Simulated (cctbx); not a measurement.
# MnTl2H12Se2O14 with cctbx, script by script

Library: cctbx 2025.11.

## 1. Energy scan

run.py:

```python
from cctbx import adptbx, crystal, miller, xray
from cctbx.array_family import flex
from cctbx.eltbx import sasaki

cs = crystal.symmetry(unit_cell=(6.366, 13.118, 9.701, 90, 104.57, 90), space_group_symbol='Hall: -P 2ybc')  # P2_1/c
atoms = [  # label, site, U (iso, or U11 U22 U33 U12 U13 U23 in A^2), occupancy
    ("Tl1", (0.3412, 0.6395, 0.1264), 0.0051, 1),
    ("Se1", (0.7425, 0.8589, 0.4095), 0.0064, 1),
    ("Mn1", (0, 0, 0), 0.0061, 1),
    ("O1", (0.3004, 0.073, 0.992), 0.0097, 1),
    ("O2", (0.0251, 0.8832, 0.832), 0.0097, 1),
    ("O3", (0.1683, 0.8834, 0.1718), 0.0111, 1),
    ("O4", (0.947, 0.8252, 0.3777), 0.0113, 1),
    ("O5", (0.6224, 0.9338, 0.2822), 0.0105, 1),
    ("O6", (0.7773, 0.9214, 0.5459), 0.0098, 1),
    ("O7", (0.5876, 0.7698, 0.4205), 0.0103, 1),
    ("H1", (0.3396, 0.1451, 0.0228), 0.0178, 1),
    ("H2", (0.3532, 0.0683, 0.9038), 0.0207, 1),
    ("H3", (0.9966, 0.8091, 0.8487), 0.0184, 1),
    ("H4", (0.9256, 0.9014, 0.7268), 0.0243, 1),
    ("H5", (0.0967, 0.8681, 0.2475), 0.0211, 1),
    ("H6", (0.3327, 0.8978, 0.2245), 0.0197, 1),
]
xs = xray.structure(crystal_symmetry=cs)
for label, site, u, occ in atoms:
    u = adptbx.u_cif_as_u_star(cs.unit_cell(), u) if isinstance(u, tuple) else u
    xs.add_scatterer(xray.scatterer(label, site=site, u=u, occupancy=occ))
hkl = [(1, 1, 0), (0, 1, 1), (1, 1, 1), (1, 2, 0)]
ms = miller.set(cs, flex.miller_index(hkl + [tuple(-v for v in h) for h in hkl]), anomalous_flag=True)
print("E (eV)    f'(Se)   f''   " + "".join("%16s" % ("|F|" + " ".join(map(str, h))) for h in hkl))
for e in [12058, 12408, 12538, 12598, 12628, 12643, 12650, 12654, 12662, 12666, 12673, 12688, 12718, 12808, 13058]:
    xs.set_inelastic_form_factors(12398.42 / e, "sasaki")
    t = sasaki.table("Se").at_ev(e)
    f = flex.abs(ms.structure_factors_from_scatterers(xs, algorithm="direct").f_calc().data())
    n = len(hkl)
    print("%7.0f %7.2f %6.2f  " % (e, t.fp(), t.fdp()) + "".join("%9.1f/%6.1f" % (f[k], f[k + n]) for k in range(n)))
```

```console
$ python run.py
```

```text
E (eV)    f'(Se)   f''           |F|1 1 0        |F|0 1 1        |F|1 1 1        |F|1 2 0
  12058   -2.69   0.55       48.0/  48.0    131.0/ 131.0    249.3/ 249.3     64.8/  64.8
  12408   -3.52   0.52       46.1/  46.1    126.1/ 126.1    243.8/ 243.8     64.1/  64.1
  12538   -4.22   0.51       44.7/  44.7    122.1/ 122.1    239.3/ 239.3     63.6/  63.6
  12598   -4.92   0.50       43.4/  43.4    118.2/ 118.2    234.9/ 234.9     63.0/  63.0
  12628   -5.63   0.50       42.1/  42.1    114.3/ 114.3    230.6/ 230.6     62.5/  62.5
  12643   -6.34   0.50       40.9/  40.9    110.4/ 110.4    226.2/ 226.2     61.9/  61.9
  12650   -6.96   0.50       39.7/  39.7    106.9/ 106.9    222.3/ 222.3     61.4/  61.4
  12654   -7.62   0.50       38.5/  38.5    103.2/ 103.2    218.1/ 218.1     60.9/  60.9
  12662   -7.96   3.84       40.3/  40.3    104.5/ 104.5    219.0/ 219.0     61.0/  61.0
  12666   -7.12   3.84       41.4/  41.4    108.8/ 108.8    223.8/ 223.8     61.6/  61.6
  12673   -6.40   3.83       42.5/  42.5    112.5/ 112.5    228.0/ 228.0     62.1/  62.1
  12688   -5.63   3.82       43.6/  43.6    116.6/ 116.6    232.6/ 232.6     62.7/  62.7
  12718   -4.86   3.81       44.8/  44.8    120.6/ 120.6    237.1/ 237.1     63.2/  63.2
  12808   -3.84   3.75       46.3/  46.3    125.9/ 125.9    243.1/ 243.1     64.0/  64.0
  13058   -2.72   3.60       47.6/  47.6    131.5/ 131.5    249.4/ 249.4     64.8/  64.8
```

Run time: 0.46 s on 1 thread of Arm Neoverse N1, on a shared host, peak memory 0.07 GiB.

[Logs are printed without paths, hosts, clocks, repeated set-up lines and the standing remarks that a program may print on its own settings, such as how far it seeks lower states.]
